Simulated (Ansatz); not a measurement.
# Formation energy and levels of the vacancy V_N in AlN (F-43m)

Charge states of V_N in AlN (F-43m), set against the band edges. Model: a cell of 96 host atoms with 1 N taken out.

Method: place-levels on r2SCAN runs: charge-transition levels and formation energies with image-charge correction and potential alignment at the atomic sites; PAW set soft_1, in Ansatz 0.2.0.

## 1. Starting point

The cell holds 95 atoms: 48 Al and 47 N. Its edges and angles: a = 9.269 Å, b = 12.359 Å, c = 12.359 Å, α = 60.0°, β = 60.0°, γ = 60.0°. It derives from AlN (space group F-43m). Nearest the centre at fractional (0.417, 0.562, 0.562): Al84 at 1.89 Å, Al54 at 1.89 Å, Al60 at 1.89 Å, Al53 at 1.89 Å, N61 at 3.09 Å, N30 at 3.09 Å, N55 at 3.09 Å, N24 at 3.09 Å.

Known beforehand: the electronic dielectric constant, 4.64, and the static one, 8.51, computed on the host (DFPT, PBEsol, on the r2SCAN cell), and a cell off the functional's own equilibrium shifts the ionic part.

The cell's shortest repeat is 9.3 Å.

## 2. What was run first

A transition level is the Fermi level at which two charge states cost the same, so each charge needs its own total energy, at its own relaxed structure.

Each atom starts 0.05 Å or so off its site in a random direction: a symmetric start keeps its symmetry, and would miss off-centre moves and Jahn–Teller distortions. Forces are taken at one point at (¼, ¼, ¼). The cell holds 1 electron more than the neutral one, with a uniform background that keeps it neutral on the whole.

The sampling was tested on the host first: at the k-points planned (1x1x1 shifted 0.25 0.25 0.25) its energy lies 0.002 eV an atom from the dense-mesh value, under the bound of 0.02 eV set for this test; that bounds the host's error, not the defect's.

One state's input; the others differ in charge, spin, start and seed, and in occupations where the table says so.

Contents of qm1.relax/input.yaml:

```yaml
crystal:
  lattice:
    - [0.0, 6.55418986, 6.55418986]
    - [8.73891982, 0.0, 8.73891982]
    - [8.73891982, 8.73891982, 0.0]
  atoms:
    - { symbol: Al, position: [0.0, 0.0, 0.0] }
    - { symbol: "N", position: [0.08333333, 0.0625, 0.0625] }
    - { symbol: Al, position: [0.0, 0.0, 0.25] }
    - { symbol: "N", position: [0.08333333, 0.0625, 0.3125] }
    - { symbol: Al, position: [0.0, 0.0, 0.5] }
    - { symbol: "N", position: [0.08333333, 0.0625, 0.5625] }
    - { symbol: Al, position: [0.0, 0.0, 0.75] }
    - { symbol: "N", position: [0.08333333, 0.0625, 0.8125] }
    - { symbol: Al, position: [0.0, 0.25, 0.0] }
    - { symbol: "N", position: [0.08333333, 0.3125, 0.0625] }
    - { symbol: Al, position: [0.0, 0.25, 0.25] }
    - { symbol: "N", position: [0.08333333, 0.3125, 0.3125] }
    - { symbol: Al, position: [0.0, 0.25, 0.5] }
    - { symbol: "N", position: [0.08333333, 0.3125, 0.5625] }
    - { symbol: Al, position: [0.0, 0.25, 0.75] }
    - { symbol: "N", position: [0.08333333, 0.3125, 0.8125] }
    - { symbol: Al, position: [0.0, 0.5, 0.0] }
    - { symbol: "N", position: [0.08333333, 0.5625, 0.0625] }
    - { symbol: Al, position: [0.0, 0.5, 0.25] }
    - { symbol: "N", position: [0.08333333, 0.5625, 0.3125] }
    - { symbol: Al, position: [0.0, 0.5, 0.5] }
    - { symbol: "N", position: [0.08333333, 0.5625, 0.5625] }
    - { symbol: Al, position: [0.0, 0.5, 0.75] }
    - { symbol: "N", position: [0.08333333, 0.5625, 0.8125] }
    - { symbol: Al, position: [0.0, 0.75, 0.0] }
    - { symbol: "N", position: [0.08333333, 0.8125, 0.0625] }
    - { symbol: Al, position: [0.0, 0.75, 0.25] }
    - { symbol: "N", position: [0.08333333, 0.8125, 0.3125] }
    - { symbol: Al, position: [0.0, 0.75, 0.5] }
    - { symbol: "N", position: [0.08333333, 0.8125, 0.5625] }
    - { symbol: Al, position: [0.0, 0.75, 0.75] }
    - { symbol: "N", position: [0.08333333, 0.8125, 0.8125] }
    - { symbol: Al, position: [0.33333333, 0.0, 0.0] }
    - { symbol: "N", position: [0.41666667, 0.0625, 0.0625] }
    - { symbol: Al, position: [0.33333333, 0.0, 0.25] }
    - { symbol: "N", position: [0.41666667, 0.0625, 0.3125] }
    - { symbol: Al, position: [0.33333333, 0.0, 0.5] }
    - { symbol: "N", position: [0.41666667, 0.0625, 0.5625] }
    - { symbol: Al, position: [0.33333333, 0.0, 0.75] }
    - { symbol: "N", position: [0.41666667, 0.0625, 0.8125] }
    - { symbol: Al, position: [0.33333333, 0.25, 0.0] }
    - { symbol: "N", position: [0.41666667, 0.3125, 0.0625] }
    - { symbol: Al, position: [0.33333333, 0.25, 0.25] }
    - { symbol: "N", position: [0.41666667, 0.3125, 0.3125] }
    - { symbol: Al, position: [0.33333333, 0.25, 0.5] }
    - { symbol: "N", position: [0.41666667, 0.3125, 0.5625] }
    - { symbol: Al, position: [0.33333333, 0.25, 0.75] }
    - { symbol: "N", position: [0.41666667, 0.3125, 0.8125] }
    - { symbol: Al, position: [0.33333333, 0.5, 0.0] }
    - { symbol: "N", position: [0.41666667, 0.5625, 0.0625] }
    - { symbol: Al, position: [0.33333333, 0.5, 0.25] }
    - { symbol: "N", position: [0.41666667, 0.5625, 0.3125] }
    - { symbol: Al, position: [0.33333333, 0.5, 0.5] }
    - { symbol: Al, position: [0.33333333, 0.5, 0.75] }
    - { symbol: "N", position: [0.41666667, 0.5625, 0.8125] }
    - { symbol: Al, position: [0.33333333, 0.75, 0.0] }
    - { symbol: "N", position: [0.41666667, 0.8125, 0.0625] }
    - { symbol: Al, position: [0.33333333, 0.75, 0.25] }
    - { symbol: "N", position: [0.41666667, 0.8125, 0.3125] }
    - { symbol: Al, position: [0.33333333, 0.75, 0.5] }
    - { symbol: "N", position: [0.41666667, 0.8125, 0.5625] }
    - { symbol: Al, position: [0.33333333, 0.75, 0.75] }
    - { symbol: "N", position: [0.41666667, 0.8125, 0.8125] }
    - { symbol: Al, position: [0.66666667, 0.0, 0.0] }
    - { symbol: "N", position: [0.75, 0.0625, 0.0625] }
    - { symbol: Al, position: [0.66666667, 0.0, 0.25] }
    - { symbol: "N", position: [0.75, 0.0625, 0.3125] }
    - { symbol: Al, position: [0.66666667, 0.0, 0.5] }
    - { symbol: "N", position: [0.75, 0.0625, 0.5625] }
    - { symbol: Al, position: [0.66666667, 0.0, 0.75] }
    - { symbol: "N", position: [0.75, 0.0625, 0.8125] }
    - { symbol: Al, position: [0.66666667, 0.25, 0.0] }
    - { symbol: "N", position: [0.75, 0.3125, 0.0625] }
    - { symbol: Al, position: [0.66666667, 0.25, 0.25] }
    - { symbol: "N", position: [0.75, 0.3125, 0.3125] }
    - { symbol: Al, position: [0.66666667, 0.25, 0.5] }
    - { symbol: "N", position: [0.75, 0.3125, 0.5625] }
    - { symbol: Al, position: [0.66666667, 0.25, 0.75] }
    - { symbol: "N", position: [0.75, 0.3125, 0.8125] }
    - { symbol: Al, position: [0.66666667, 0.5, 0.0] }
    - { symbol: "N", position: [0.75, 0.5625, 0.0625] }
    - { symbol: Al, position: [0.66666667, 0.5, 0.25] }
    - { symbol: "N", position: [0.75, 0.5625, 0.3125] }
    - { symbol: Al, position: [0.66666667, 0.5, 0.5] }
    - { symbol: "N", position: [0.75, 0.5625, 0.5625] }
    - { symbol: Al, position: [0.66666667, 0.5, 0.75] }
    - { symbol: "N", position: [0.75, 0.5625, 0.8125] }
    - { symbol: Al, position: [0.66666667, 0.75, 0.0] }
    - { symbol: "N", position: [0.75, 0.8125, 0.0625] }
    - { symbol: Al, position: [0.66666667, 0.75, 0.25] }
    - { symbol: "N", position: [0.75, 0.8125, 0.3125] }
    - { symbol: Al, position: [0.66666667, 0.75, 0.5] }
    - { symbol: "N", position: [0.75, 0.8125, 0.5625] }
    - { symbol: Al, position: [0.66666667, 0.75, 0.75] }
    - { symbol: "N", position: [0.75, 0.8125, 0.8125] }
  host:
    repeats: [3, 4, 4]
    atoms:
      - { symbol: Al, position: [0.0, 0.0, 0.0] }
      - { symbol: "N", position: [0.25, 0.25, 0.25] }
total_charge: -1
basis:
  ecutwfc: 500
  xc_grid: 2
hamiltonian:
  xc: r2scan
  pseudopotentials: { kind: paw, azcp: { folder: soft_1 } }
kpoints:
  mp_grid: { grid: [1, 1, 1], shift: [0.25, 0.25, 0.25] }
scf:
  occupations: { method: fixed }
  max_iter: 80
output:
  forces: true
  charged_corrections:
    epsilon: 4.64
    static_epsilon: 8.51
    defect_position: [0.416667, 0.5625, 0.5625]
relax:
  f_tol: 0.02
  max_steps: 80
  random_displacement: { amplitude: 0.05, seed: 8309 }
checkpoint:
  write: "../qm1.relax.run"
  compress: false
  write_wavefunctions: true
  write_every: 100000
```

The run is started by

```
$ ansatz run input.yaml --threads 4 --pin off --max-ram 15073MiB --backend cpu --events-out ev --progress --plain --runs-dir out
```

The relaxed structure is kept and the sampling changed to a 2×2×2 shifted mesh.

The run of this state that the levels use, under r2SCAN:

Contents of qm1.point/input.yaml:

```yaml
crystal:
  checkpoint: "../qm1.relax.run"
  host: checkpoint
total_charge: -1
basis:
  ecutwfc: 500
  xc_grid: 2
hamiltonian:
  xc: r2scan
  pseudopotentials: { kind: paw, azcp: { folder: soft_1 } }
kpoints:
  mp_grid: { grid: [2, 2, 2], shift: [0.5, 0.5, 0.5] }
scf:
  occupations: { method: fermi_dirac, width: 0.01 }
  max_iter: 80
output:
  forces: true
  eigenvalues: true
  charged_corrections:
    epsilon: 4.64
    static_epsilon: 8.51
    defect_position: [0.416667, 0.5625, 0.5625]
  eigenstates: { localisation: true }
  populations: true
  band_densities: [{ bands: [v1, v1] }, { bands: [c1, c1] }]
  write_density: true
  write_potential: true
  volumetric_format: npy
checkpoint:
  read: "../qm1.relax.run"
  write: "../qm1.point.run"
  compress: false
  write_wavefunctions: false
  write_every: 100000
```

Relaxations under r2SCAN at one point at (¼, ¼, ¼); times on 4 threads of Arm Neoverse V2, shared host:

```
charge  moment (μB)  occupations        outcome  steps  largest displacement against the far atoms (Å)     time
    −1            0        fixed      converged     10                                            0.20  3.2 min
     0            1        fixed      converged      8                                            0.10  6.8 min
    +1            0        fixed      converged      4                                            0.07     96 s
    +2            1        fixed      converged      7                                            0.24  5.3 min
    +3            0        fixed  not converged      -                                               -  1.7 min
    +3            0  fermi-dirac      converged      7                                            0.43  2.7 min
    −1            2        fixed      converged     12                                            0.14  9.4 min
    +3            2        fixed      converged      8                                            0.23  6.8 min
```

Single points under r2SCAN at a 2×2×2 shifted mesh; times on 4 threads of Arm Neoverse V2, shared host:

```
charge  moment (μB)  occupations    outcome     time
    −1            0  fermi-dirac  converged  2.5 min
     0            1  fermi-dirac  converged  5.6 min
    +1            0  fermi-dirac  converged  2.3 min
    +2            1  fermi-dirac  converged  5.3 min
    +3            0  fermi-dirac  converged  2.5 min
    −1            2  fermi-dirac  converged  5.6 min
    +3            2  fermi-dirac  converged    6 min
```

Distances (Å) from the ideal centre to the nearest atoms after relaxation with r2SCAN:

```
charge  moment (μB)       1.       2.       3.       4.      5.      6.
    −1            0  Al 1.83  Al 1.83  Al 1.85  Al 1.87  N 2.99  N 3.01
    −1            2  Al 1.80  Al 1.81  Al 1.84  Al 1.85  N 3.06  N 3.06
     0            1  Al 1.88  Al 1.89  Al 1.89  Al 1.89  N 3.03  N 3.03
    +1            0  Al 1.95  Al 1.96  Al 1.96  Al 1.96  N 3.07  N 3.07
    +2            1  Al 2.11  Al 2.11  Al 2.13  Al 2.13  N 3.08  N 3.08
    +3            0  Al 2.30  Al 2.30  Al 2.32  Al 2.32  N 3.08  N 3.08
    +3            2  Al 2.11  Al 2.11  Al 2.12  Al 2.13  N 3.08  N 3.09
```

(Continued in part 2 of 2.)

[Logs are printed without paths, hosts, clocks, repeated set-up lines and the standing remarks that a program may print on its own settings, such as how far it seeks lower states.]

[Hosts, paths, dates, database ids (printed as entryN), source tags and the programs' standing remarks are cut or masked in the printed files.]

[Where a table of states has a column of steps, it counts the stored structures, which are thinned; the runs took as many ionic steps or more.]

[A defect's name tells the site on which it was built; relaxed atoms can leave that site.]

[For some hosts the program warned that the k-mesh of the response run may be too coarse for force constants and the static dielectric constant; such warnings are not shown here.]
